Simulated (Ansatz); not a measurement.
# NO on Rh(100): change of the work function, part 3 of 5

How does NO on the top site change the work function of Rh(100) as the layer fills?

Ansatz 0.2.0; plane-wave DFT, PBE, Ansatz PAW (the session's first sound run).

So far, work function, upper face (eV): step 2 (the clean slab) 5.08; step 3 (38 atoms, coverage 0.111 ML, cell 3x3) 4.96.

## 4. Adsorbate added, k-mesh 6×6×1, coverage 0.25 ML

System of this step: NO/Rh(100). The cell holds 18 atoms: 16 Rh, 1 N and 1 O. Its edges and angles: a = 5.374 Å, b = 5.374 Å, c = 27.010 Å, α = 90.0°, β = 90.0°, γ = 90.0°. Vacuum lies along c.

Another coverage, to see how the dipoles act on each other as their distance changes.

The input, input.yaml:

```yaml
crystal:
  lattice:
    - [5.374011537, 0.0, 0.0]
    - [0.0, 5.374011537, 0.0]
    - [0.0, 0.0, 27.0099412741]
  atoms:
    - { symbol: Rh, position: [0.25, 0.25, 0.3332106467] }
    - { symbol: Rh, position: [0.0, 0.0, 0.4035551166] }
    - { symbol: Rh, position: [0.25, 0.25, 0.4752767388] }
    - { symbol: Rh, position: [0.0, 0.0, 0.5442418821] }
    - { symbol: Rh, position: [0.25, 0.75, 0.3332106467] }
    - { symbol: Rh, position: [0.0, 0.5, 0.4035551166] }
    - { symbol: Rh, position: [0.25, 0.75, 0.4752767388] }
    - { symbol: Rh, position: [0.0, 0.5, 0.5442418821] }
    - { symbol: Rh, position: [0.75, 0.25, 0.3332106467] }
    - { symbol: Rh, position: [0.5, 0.0, 0.4035551166] }
    - { symbol: Rh, position: [0.75, 0.25, 0.4752767388] }
    - { symbol: Rh, position: [0.5, 0.0, 0.5442418821] }
    - { symbol: Rh, position: [0.75, 0.75, 0.3332106467] }
    - { symbol: Rh, position: [0.5, 0.5, 0.4035551166] }
    - { symbol: Rh, position: [0.75, 0.75, 0.4752767388] }
    - { symbol: Rh, position: [0.5, 0.5, 0.5442418821] }
    - { symbol: "N", position: [0.0, 0.0, 0.6231017351] }
    - { symbol: O, position: [0.0, 0.0, 0.6667893533] }
kpoints:
  mp_grid: { grid: [6, 6, 1] }
hamiltonian:
  xc: pbe
scf:
  occupations: { method: fermi_dirac, width: 0.1 }
  convergence: { dr2_threshold: 1.0e-08 }
efield:
  axis: 3
  dipole_correction: true
  ramp_position: 0.97
  ramp_width: 0.06
relax:
  f_tol: 0.02
  max_steps: 60
  constraints: [{ sites: [0, 1, 4, 5, 8, 9, 12, 13] }]
output:
  bader: true
  dos: { projected: true, e_range: [-8, 4] }
  write_potential: true
  write_density: true
  volumetric_format: npy
  elf: true
```

Command:

```console
> ansatz run input.yaml --threads 4 --pin off --max-ram 12288MiB --backend cpu --events-out ev --progress --plain --runs-dir out
```

Numbers of over 12 decimals in the logs are rounded to 6 here.

What it wrote:

```text
[...]
Crystal: 18 atoms, lattice volume = 780.047 Å³
Basis set: ecut = 420 eV, 15179 PW (Γ), exchange–correlation on 72×72×384 points (8 copies of the dense FFT grid, shifted against one another)
Bands: 170, of which v1, the nominal top of the filled ones, is band 142 counted from 1 (141 counted from 0)
Symmetry: 8 space group operations
[...]
k-points: 10 of 36
[...]
SCF iter   1: F=—  HF=-103387.194428 eV  |F-HF|=—  |Δ(HF+E_count)|=         —  Δρ=6.85e-3  dr2=1.27e0  ethr=1.77e-3  p=-0.001 e·Å  D=-3.23e-4 V/Å  ΔV_dip=0.01 eV  dr2_dipole=4.63e-3  V_vac-E_F(+/−)=4.76/4.75 eV  ⟨swp⟩=7.6  Hψ=7173  notcnv=0  defer=20
[...]
SCF iter  10: F=-103387.141102 eV  HF=-103387.141102 eV  |F-HF|=8.29e-8  |Δ(HF+E_count)|=   5.89e-7  Δρ=7.41e-7  dr2=6.24e-9  ethr=3.53e-12  p=0.053 e·Å  D=1.24e-2 V/Å  ΔV_dip=-0.33 eV  dr2_dipole=3.93e-11  V_vac-E_F(+/−)=4.75/5.08 eV  ⟨swp⟩=17.4  Hψ=13170  notcnv=0
SCF 1 converged in 10 iterations: F = -103387.141102 eV  dr2 = 6.24e-9
[...]
relax step   1: F+E_penalty+E_count = -103387.14110203 eV  Δ(F+E_penalty+E_count) = +0.000e0 eV  max|allowed force component| = 3.466e0 eV/Å  Δτ_max = 0.0000 Å  (10 SCF iters, accepted)
[...]
SCF iter  10: F=-103387.848721 eV  HF=-103387.848721 eV  |F-HF|=8.11e-8  |Δ(HF+E_count)|=   5.12e-7  Δρ=8.20e-7  dr2=9.52e-9  ethr=3.53e-12  p=0.052 e·Å  D=1.20e-2 V/Å  ΔV_dip=-0.33 eV  dr2_dipole=3.91e-11  V_vac-E_F(+/−)=4.76/5.09 eV  ⟨swp⟩=15.4  Hψ=13318  notcnv=0
SCF 2 converged in 10 iterations: F = -103387.848721 eV  dr2 = 9.52e-9
[...]
relax step   2: F+E_penalty+E_count = -103387.84872102 eV  Δ(F+E_penalty+E_count) = -7.076e-1 eV  max|allowed force component| = 2.718e0 eV/Å  Δτ_max = 0.1325 Å  (10 SCF iters, accepted)
SCF iter   1: F=—  HF=-103387.806364 eV  |F-HF|=—  |Δ(HF+E_count)|=         —  Δρ=1.69e-2  dr2=1.97e0  ethr=2.53e-3  p=0.052 e·Å  D=1.20e-2 V/Å  ΔV_dip=-0.33 eV  dr2_dipole=2.41e-2  V_vac-E_F(+/−)=4.76/5.08 eV  ⟨swp⟩=4.1  Hψ=5272  notcnv=0  defer=22
[...]
SCF iter  11: F=-103387.582233 eV  HF=-103387.582233 eV  |F-HF|=2.52e-8  |Δ(HF+E_count)|=   9.01e-8  Δρ=3.72e-7  dr2=3.14e-9  ethr=3.53e-12  p=-0.009 e·Å  D=-2.04e-3 V/Å  ΔV_dip=0.06 eV  dr2_dipole=4.02e-12  V_vac-E_F(+/−)=5.14/5.09 eV  ⟨swp⟩=14.8  Hψ=12198  notcnv=0
SCF 3 converged in 11 iterations: F = -103387.582233 eV  dr2 = 3.14e-9
[...]
relax step   3: F+E_penalty+E_count = -103387.58223270 eV  Δ(F+E_penalty+E_count) = +2.665e-1 eV  max|allowed force component| = 7.283e0 eV/Å  Δτ_max = 0.1988 Å  (11 SCF iters, rejected (line search))
[...]
relax step   4: F+E_penalty+E_count = -103388.06484667 eV  Δ(F+E_penalty+E_count) = -2.161e-1 eV  max|allowed force component| = 7.957e-1 eV/Å  Δτ_max = 0.0967 Å  (11 SCF iters, accepted)
[...]
relax step   5: F+E_penalty+E_count = -103388.07748440 eV  Δ(F+E_penalty+E_count) = -1.264e-2 eV  max|allowed force component| = 2.665e-1 eV/Å  Δτ_max = 0.0773 Å  (10 SCF iters, accepted)
[...]
relax step   6: F+E_penalty+E_count = -103388.07930103 eV  Δ(F+E_penalty+E_count) = -1.817e-3 eV  max|allowed force component| = 2.390e-2 eV/Å  Δτ_max = 0.0245 Å  (8 SCF iters, accepted)
SCF iter   1: F=—  HF=-103388.079425 eV  |F-HF|=—  |Δ(HF+E_count)|=         —  Δρ=3.60e-4  dr2=1.57e-3  ethr=2.89e-6  p=0.032 e·Å  D=7.34e-3 V/Å  ΔV_dip=-0.20 eV  dr2_dipole=3.09e-4  V_vac-E_F(+/−)=4.89/5.09 eV  ⟨swp⟩=2.0  Hψ=2948  notcnv=0  defer=25
[...]
SCF iter   7: F=-103388.079418 eV  HF=-103388.079418 eV  |F-HF|=8.12e-8  |Δ(HF+E_count)|=   9.26e-8  Δρ=7.82e-7  dr2=8.03e-9  ethr=3.53e-12  p=0.032 e·Å  D=7.35e-3 V/Å  ΔV_dip=-0.20 eV  dr2_dipole=2.65e-10  V_vac-E_F(+/−)=4.89/5.09 eV  ⟨swp⟩=11.2  Hψ=12325  notcnv=0
SCF 7 converged in 7 iterations: F = -103388.079418 eV  dr2 = 8.03e-9
relax step   7: F+E_penalty+E_count = -103388.07941785 eV  Δ(F+E_penalty+E_count) = -1.168e-4 eV  max|allowed force component| = 1.313e-3 eV/Å  Δτ_max = 0.0038 Å  (7 SCF iters, accepted)
[...]
SCF converged after 7 iterations
Free energy (F): -103388.079418 eV
[...]
Internal energy: -103387.132502 eV  (E = F + TS)
E sigma→0 (E₀):  -103387.605960 eV
Entropy (-TS):   -0.946916 eV (-52.606 meV/atom)
Fermi energy:    3.019779 eV
Dipole field:    D = 0.007360 V/Å  (p = 0.031727 e·Å, saw-weighted, corrected)
Work function:   Φ+ = 4.8872 eV   Φ− = 5.0860 eV
[...]
--- Forces (eV/Å), atoms counted from 1 ---
  atom   1  Rh     0.02586440     0.02586440     0.29435647
  atom   2  Rh     0.00000000     0.00000000    -0.16430391
  atom   3  Rh     0.00019723     0.00019723     0.00105517
  atom   4  Rh     0.00000000     0.00000000     0.00077016
  atom   5  Rh     0.02586440    -0.02586440     0.29435647
  atom   6  Rh    -0.00000000     0.00000000    -0.17458310
  atom   7  Rh     0.00019723    -0.00019723     0.00105517
  atom   8  Rh    -0.00000000     0.00000000    -0.00035786
  atom   9  Rh    -0.02586440     0.02586440     0.29435647
  atom  10  Rh    -0.00000000     0.00000000    -0.17458310
  atom  11  Rh    -0.00019723     0.00019723     0.00105517
  atom  12  Rh     0.00000000     0.00000000    -0.00035786
  atom  13  Rh    -0.02586440    -0.02586440     0.29435647
  atom  14  Rh     0.00000000     0.00000000    -0.66718502
  atom  15  Rh    -0.00019723    -0.00019723     0.00105517
  atom  16  Rh     0.00000000     0.00000000    -0.00037612
  atom  17  N     -0.00000000     0.00000000     0.00072587
  atom  18  O      0.00000000     0.00000000    -0.00131266
  max |Σ_I F_I| component: 8.30e-5 eV/Å
--- Band table (eV; the first three rows and the last of 10) ---
  k-point 0: bands = [... 138 lower, 3.1733, 3.2561, 3.3738, 3.3738, 3.4119, 3.4987, 3.5071, 3.6567, ... 24 higher]
  k-point 1: bands = [... 138 lower, 3.0815, 3.1851, 3.2322, 3.2749, 3.3164, 3.3888, 3.4686, 3.4879, ... 24 higher]
  k-point 2: bands = [... 138 lower, 2.8860, 2.9174, 2.9864, 3.0989, 3.1153, 3.2643, 3.3110, 3.4635, ... 24 higher]
  k-point 9: bands = [... 138 lower, 2.0948, 2.1137, 2.3500, 2.4603, 2.4603, 2.7405, 2.7637, 2.8147, ... 24 higher]
--- Relaxed structure (7 steps of the walk, 6 accepted, 0 SCFs on fresh bases) ---
  F+E_penalty+E_count = -103388.07941785 eV   max|allowed force component| = 1.313e-3 eV/Å
  atoms:
    - { symbol: Rh, position: [0.250000, 0.250000, 0.333211] }
    - { symbol: Rh, position: [0.0, 0.0, 0.403555] }
    - { symbol: Rh, position: [0.248688, 0.248688, 0.475309] }
    - { symbol: Rh, position: [0, 0.0, 0.554098] }
    - { symbol: Rh, position: [0.250000, 0.750000, 0.333211] }
    - { symbol: Rh, position: [0.0, 0.500000, 0.403555] }
    - { symbol: Rh, position: [0.248688, 0.751312, 0.475309] }
    - { symbol: Rh, position: [0, 0.500000, 0.543038] }
    - { symbol: Rh, position: [0.750000, 0.250000, 0.333211] }
    - { symbol: Rh, position: [0.500000, 0.0, 0.403555] }
    - { symbol: Rh, position: [0.751312, 0.248688, 0.475309] }
    - { symbol: Rh, position: [0.500000, 0.0, 0.543038] }
    - { symbol: Rh, position: [0.750000, 0.750000, 0.333211] }
    - { symbol: Rh, position: [0.500000, 0.500000, 0.403555] }
    - { symbol: Rh, position: [0.751312, 0.751312, 0.475309] }
    - { symbol: Rh, position: [0.500000, 0.500000, 0.543650] }
    - { symbol: N, position: [0, 0.0, 0.619128] }
    - { symbol: O, position: [0, 0.0, 0.662210] }
--- Bader charges: 18 sites ---
  site symbol  charge [e]  shift [e]
     0     Rh     -0.0409     0.0001
     1     Rh      0.0363     0.0001
     2     Rh      0.0171     0.0001
     3     Rh      0.2635     0.0028
     4     Rh     -0.0409     0.0001
     5     Rh      0.0329     0.0001
     6     Rh      0.0171     0.0001
     7     Rh     -0.0209     0.0002
     8     Rh     -0.0409     0.0001
     9     Rh      0.0329     0.0001
    10     Rh      0.0171     0.0001
    11     Rh     -0.0209     0.0002
    12     Rh     -0.0409     0.0001
    13     Rh      0.0521     0.0001
    14     Rh      0.0171     0.0001
    15     Rh     -0.0465     0.0001
    16      N      0.1129     0.0098
    17      O     -0.3468     0.0070
  estimated error of the sums over rays = 8.4e-4 e
```

Elapsed: 6.4 min, on 4 threads of Arm Neoverse V1, shared host; peak memory 3.3 GiB.

The steps of the relaxation:

```tsv
step	energy less that of the first step (eV)	largest force component (eV/Å)
1	0.0000	3.4665
2	-0.7076	2.7175
3	-0.4411	7.2828
4	-0.9237	0.7957
5	-0.9364	0.2665
6	-0.9382	0.0239
7	-0.9383	0.0013
```

Relaxation step 3 was tried and not accepted.

Forces are held to the 8 operations that the run works with; a distortion that breaks them can't arise in this run.

The atoms that moved most (Å):

```tsv
atom	dx	dy	dz	length
Rh4	0.000	0.000	0.266	0.266
O18	0.000	0.000	-0.124	0.124
N17	0.000	0.000	-0.107	0.107
Rh8	0.000	0.000	-0.033	0.033
Rh12	0.000	0.000	-0.033	0.033
Rh16	0.000	0.000	-0.016	0.016
Rh3	-0.007	-0.007	0.001	0.010
Rh11	0.007	-0.007	0.001	0.010
```

Final coordinates:

```cif
data_structure
_symmetry_space_group_name_H-M 'P 1'
_symmetry_Int_Tables_number 1
_cell_length_a 5.3740
_cell_length_b 5.3740
_cell_length_c 27.0099
_cell_angle_alpha 90.000
_cell_angle_beta 90.000
_cell_angle_gamma 90.000
_cell_volume 780.05
loop_
_atom_site_label
_atom_site_type_symbol
_atom_site_fract_x
_atom_site_fract_y
_atom_site_fract_z
_atom_site_occupancy
Rh1 Rh 0.25000 0.25000 0.33321 1
Rh2 Rh 0.00000 0.00000 0.40356 1
Rh3 Rh 0.24869 0.24869 0.47531 1
Rh4 Rh 0.00000 0.00000 0.55410 1
Rh5 Rh 0.25000 0.75000 0.33321 1
Rh6 Rh 0.00000 0.50000 0.40356 1
Rh7 Rh 0.24869 0.75131 0.47531 1
Rh8 Rh 0.00000 0.50000 0.54304 1
Rh9 Rh 0.75000 0.25000 0.33321 1
Rh10 Rh 0.50000 0.00000 0.40356 1
Rh11 Rh 0.75131 0.24869 0.47531 1
Rh12 Rh 0.50000 0.00000 0.54304 1
Rh13 Rh 0.75000 0.75000 0.33321 1
Rh14 Rh 0.50000 0.50000 0.40356 1
Rh15 Rh 0.75131 0.75131 0.47531 1
Rh16 Rh 0.50000 0.50000 0.54365 1
N17 N 0.00000 0.00000 0.61913 1
O18 O 0.00000 0.00000 0.66221 1
```

This step gave:

```
energy at zero smearing        : -103387.6060 eV
work function, upper face      : 4.887 eV
work function, lower face      : 5.086 eV
dipole along the normal        : 0.03173 e·Å
step between the vacuum levels : -0.1988 eV
```

The density of states has structure finer than the step of the table below, so its rows give means over 0.25 eV, whole bins alone (the curve runs from -8 to 1.98 eV). Peaks (eV: height): -3.040: 41.6, -2.770: 38.2, -2.620: 41.4, -2.440: 46.0, -2.290: 45.9, -1.590: 37.2, 0.480: 39.9.

The density of states by energy, zero at the Fermi level; means over each step:

```tsv
energy (eV)	density of states (states/eV a cell)
-7.50	0
-7.25	0.0333
-7.00	0.981
-6.75	1.05
-6.50	1.25
-6.25	1.35
-6.00	1.61
-5.75	4.79
-5.50	14.8
-5.25	24.2
-5.00	26.4
-4.75	21.7
-4.50	23.8
-4.25	26.7
-4.00	23.5
-3.75	21.8
-3.50	16.6
-3.25	22.8
-3.00	25.7
-2.75	30.2
-2.50	36.7
-2.25	27.5
-2.00	17.7
-1.75	24.6
-1.50	29.8
-1.25	25.5
-1.00	25.5
-0.75	29.1
-0.50	26.5
-0.25	28.9
0.00	30.2
0.25	22.7
0.50	30.6
0.75	20.3
1.00	11.7
1.25	8.72
1.50	7.09
1.75	5.34
```

Projected DOS per atom over height of the atomic layer and energy from the Fermi level. Layers: Rh4 Rh4 Rh4 Rh4 N O from below.

Ten even steps from '_' (0.00 states/eV) to '@' (2.44 states/eV), each cell a mean:
```
______..::..
......::**--
--------==::
**####++..__
@@****##____
@@++++##____
##++++##____
@@++++**____
##==--**____
%%**##%%__..
**##%%%%__..
++++++++__..
++======____
******##__..
==****++____
::@@@@--____
..++**..____
____________
____________
____________
____________
____________
```
Columns: height of the atomic layer (Å) from 9 to 17.9 (not evenly spaced); rows upwards: energy from the Fermi level (eV) from -7.96 to 1.95.

Electrostatic potential energy in the ca plane at fractional y = 0.000, with atoms of Rh and N and O within 0.2 Å of it. With pseudopotentials it is smooth inside the atoms' cores, unlike the true potential.

Values in eV, 8 rows by 16 columns, each cell a mean:
```
  3 -50 -31   5   2 -48 -36 -32 -28  -4   8   8   8   8   8   8
  3  -3   0   3   4  -3   0   4   5   7   8   8   8   8   8   8
  3 -13  -6   3   2 -16   0   7   7   8   8   8   8   8   8   8
  2 -60 -40   5  -7 -70 -20   7   8   8   8   8   8   8   8   8
  3 -50 -31   5  -4 -59 -15   7   8   8   8   8   8   8   8   8
  3  -3   0   3   3  -4   3   7   7   8   8   8   8   8   8   8
  3 -13  -6   3   4 -12  -7   0   1   6   8   8   8   8   8   8
  2 -60 -40   5   2 -58 -46 -47 -43  -9   8   8   8   8   8   8
```
Columns run along c (16.0 Å, from fractional 0.34 to 0.94 of the cell; values clipped at the 3rd and 97th percentile), rows up along a (5.4 Å). Atoms in or near the plane, at fractional coordinates: Rh at (0.40, 0.00), Rh at (0.55, 0.00), Rh at (0.40, 0.50), Rh at (0.54, 0.50), N at (0.62, 0.00), O at (0.66, 0.00).

ELF in the ca plane at fractional y = 0.000, with atoms of Rh and N and O within 0.2 Å of it. It is the smooth field of the valence electrons, not physical close to the nuclei.

Ten even steps from '0' (0.00) to '9' (0.87), each cell a mean:
```
22368873222222688738758789841000000000000000
22236642222222356427976799730000000000000000
22222322323332233224542466420000000000000000
22222223323332222221100123100000000000000000
22224432222222343211000000000000000000000000
22257763222224787421000000000000000000000000
22378884222236888631100000000000000000000000
22368873222225888521100000000000000000000000
22236642222223565311000000000000000000000000
22222322322332232211000011100000000000000000
22222223333333223222321245310000000000000000
22224432322232244326864688620000000000000000
22257863222222577638877899841000000000000000
22378884222222688838438559851000000000000000
```
Columns run along c (16.0 Å, from fractional 0.34 to 0.94 of the cell), rows up along a (5.4 Å). Atoms in or near the plane, at fractional coordinates: Rh at (0.40, 0.00), Rh at (0.55, 0.00), Rh at (0.40, 0.50), Rh at (0.54, 0.50), N at (0.62, 0.00), O at (0.66, 0.00).

Valence density in the ca plane at fractional y = 0.000, with atoms of Rh and N and O within 0.2 Å of it. It is the smooth field of the valence electrons, not physical close to the nuclei.

Values in units of 1e0 e/Å³, 8 rows by 16 columns, each cell a mean:
```
0.3 5.2 3.0 0.2 0.3 4.8 3.4 2.0 2.9 1.0 0.0 0.0 0.0 0.0 0.0 0.0
0.3 0.6 0.4 0.3 0.3 0.5 0.4 0.2 0.2 0.1 0.0 0.0 0.0 0.0 0.0 0.0
0.3 1.1 0.7 0.3 0.4 1.3 0.4 0.0 0.0 0.0 0.0 0.0 0.0 0.0 0.0 0.0
0.3 7.4 4.2 0.2 0.9 9.1 1.9 0.0 0.0 0.0 0.0 0.0 0.0 0.0 0.0 0.0
0.3 5.3 3.0 0.2 0.7 6.6 1.4 0.0 0.0 0.0 0.0 0.0 0.0 0.0 0.0 0.0
0.3 0.5 0.4 0.3 0.3 0.6 0.2 0.0 0.0 0.0 0.0 0.0 0.0 0.0 0.0 0.0
0.3 1.2 0.7 0.3 0.3 1.1 0.8 0.5 0.5 0.2 0.0 0.0 0.0 0.0 0.0 0.0
0.3 7.4 4.2 0.2 0.3 6.7 4.8 2.7 4.3 1.5 0.0 0.0 0.0 0.0 0.0 0.0
```
Columns run along c (16.0 Å, from fractional 0.34 to 0.94 of the cell), rows up along a (5.4 Å). Atoms in or near the plane, at fractional coordinates: Rh at (0.40, 0.00), Rh at (0.55, 0.00), Rh at (0.40, 0.50), Rh at (0.54, 0.50), N at (0.62, 0.00), O at (0.66, 0.00).

The relaxation took 7 steps and lowered the energy by 0.94 eV; the largest force on the free atoms ends at 0.0013 eV/Å.

By hand: a sheet of dipoles makes a step −p/(ε₀A) in the electron's potential. With e/ε₀ = 180.95 V·Å, p = 0.03173 e·Å and A = 28.88 Å², that is −180.95 × (0.03173) / 28.88 = -0.199 eV, and the two vacuum levels of the run differ by -0.199 eV.

The covered face has 4.89 eV, -0.19 eV against the clean one; the bare back face has moved by +0.01 eV, a measure of how thin the slab is.

## 5. The covered slab, k-mesh 6×6×1, coverage 0.5 ML

System of this step: NO/Rh(100). The cell holds 20 atoms: 16 Rh, 2 N and 2 O. Cell: a = 5.374 Å, b = 5.374 Å, c = 27.010 Å, α = 90.0°, β = 90.0°, γ = 90.0°. Vacuum lies along c.

Another coverage, to see how the dipoles act on each other as their distance changes.

input.yaml: that of step 4 with these lines changed.

```diff
@@ -23,3 +23,5 @@
     - { symbol: "N", position: [0.0, 0.0, 0.6231017351] }
+    - { symbol: "N", position: [0.5, 0.5, 0.6231017351] }
     - { symbol: O, position: [0.0, 0.0, 0.6667893533] }
+    - { symbol: O, position: [0.5, 0.5, 0.6667893533] }
 kpoints:
@@ -46,2 +48 @@
   volumetric_format: npy
-  elf: true
```

What it wrote:

```text
[...]
Crystal: 20 atoms, lattice volume = 780.047 Å³
Basis set: ecut = 420 eV, 15179 PW (Γ), exchange–correlation on 72×72×384 points (8 copies of the dense FFT grid, shifted against one another)
Bands: 177, of which v1, the nominal top of the filled ones, is band 147 counted from 1 (146 counted from 0)
Symmetry: 16 space group operations
[...]
2     Rh     -0.0104     0.0002
     3     Rh      0.2615     0.0027
     4     Rh     -0.0406     0.0001
     5     Rh      0.0278     0.0001
     6     Rh     -0.0104     0.0002
     7     Rh      0.0111     0.0003
[...]
16      N      0.0996     0.0092
    17      N      0.0996     0.0092
    18      O     -0.3506     0.0064
    19      O     -0.3506     0.0064
  estimated error of the sums over rays = 7.0e-4 e
[key lines of the parts left out:]
SCF converged after 6 iterations
Free energy (F): -104338.386749 eV
Fermi energy:    3.285274 eV
Dipole field:    D = 0.004558 V/Å  (p = 0.019647 e·Å, saw-weighted, corrected)
Work function:   Φ+ = 4.9439 eV   Φ− = 5.0670 eV
```

It took 6.7 min on 4 threads; peak memory 3.4 GiB.

This run has no spin polarisation, although Rh can carry a moment.

Step by step:

```tsv
step	energy less that of the first step (eV)	largest force component (eV/Å)
1	0.0000	3.5723
2	-1.4528	2.7013
3	-0.7346	8.1230
4	-1.7791	1.2884
5	-1.8583	1.1324
6	-1.8880	0.0364
7	-1.8881	0.0017
```

Relaxation step 3 was tried and not accepted.

The run keeps the 16 symmetry operations that it works with, so distortions that break them were not tested.

The atoms that moved most (Å):

```tsv
atom	dx	dy	dz	length
Rh4	0.000	0.000	0.238	0.238
Rh16	0.000	0.000	0.238	0.238
O19	0.000	0.000	-0.147	0.147
O20	0.000	0.000	-0.147	0.147
N17	0.000	0.000	-0.134	0.134
N18	0.000	0.000	-0.134	0.134
Rh12	0.000	0.000	-0.055	0.055
Rh8	0.000	0.000	-0.055	0.055
```

The relaxed structure:

```xyz
20
Lattice="5.3740 0.0000 0.0000 0.0000 5.3740 0.0000 0.0000 0.0000 27.0099" Properties=species:S:1:pos:R:3
Rh    1.3435    1.3435    9.0000
Rh    0.0000    0.0000   10.9000
Rh    1.3435    1.3435   12.8406
Rh    0.0000    0.0000   14.9376
Rh    1.3435    4.0305    9.0000
Rh    0.0000    2.6870   10.9000
Rh    1.3435    4.0305   12.8406
Rh    0.0000    2.6870   14.6447
Rh    4.0305    1.3435    9.0000
Rh    2.6870    0.0000   10.9000
Rh    4.0305    1.3435   12.8406
Rh    2.6870    0.0000   14.6447
Rh    4.0305    4.0305    9.0000
Rh    2.6870    2.6870   10.9000
Rh    4.0305    4.0305   12.8406
Rh    2.6870    2.6870   14.9376
N     0.0000    0.0000   16.6963
N     2.6870    2.6870   16.6963
O     0.0000    0.0000   17.8625
O     2.6870    2.6870   17.8625
```

The relaxation took 7 steps and lowered the energy by 1.9 eV; the largest force on the free atoms ends at 0.0017 eV/Å.

The covered face has 4.94 eV, -0.14 eV against the clean one; the bare back face has moved by -0.01 eV, a measure of how thin the slab is.

[end of part 3 of 5]

[Logs are printed without paths, hosts, clocks, repeated set-up lines and the standing remarks that a program may print on its own settings, such as how far it seeks lower states.]

[Hosts, paths, dates, database ids (printed as entryN), source tags and the programs' standing remarks are cut or masked in the printed files.]

[Maps of the electrostatic potential energy from Ansatz leave out the sawtooth potential of an applied field or a dipole correction, so their vacuum need not be flat; planar profiles and work functions include it.]

[The density of states shown here was stored with 400 of the rows of the run's finer table, so its peaks can read low, often by over a quarter, or be missed, and its means over a window can be off by a tenth or more.]
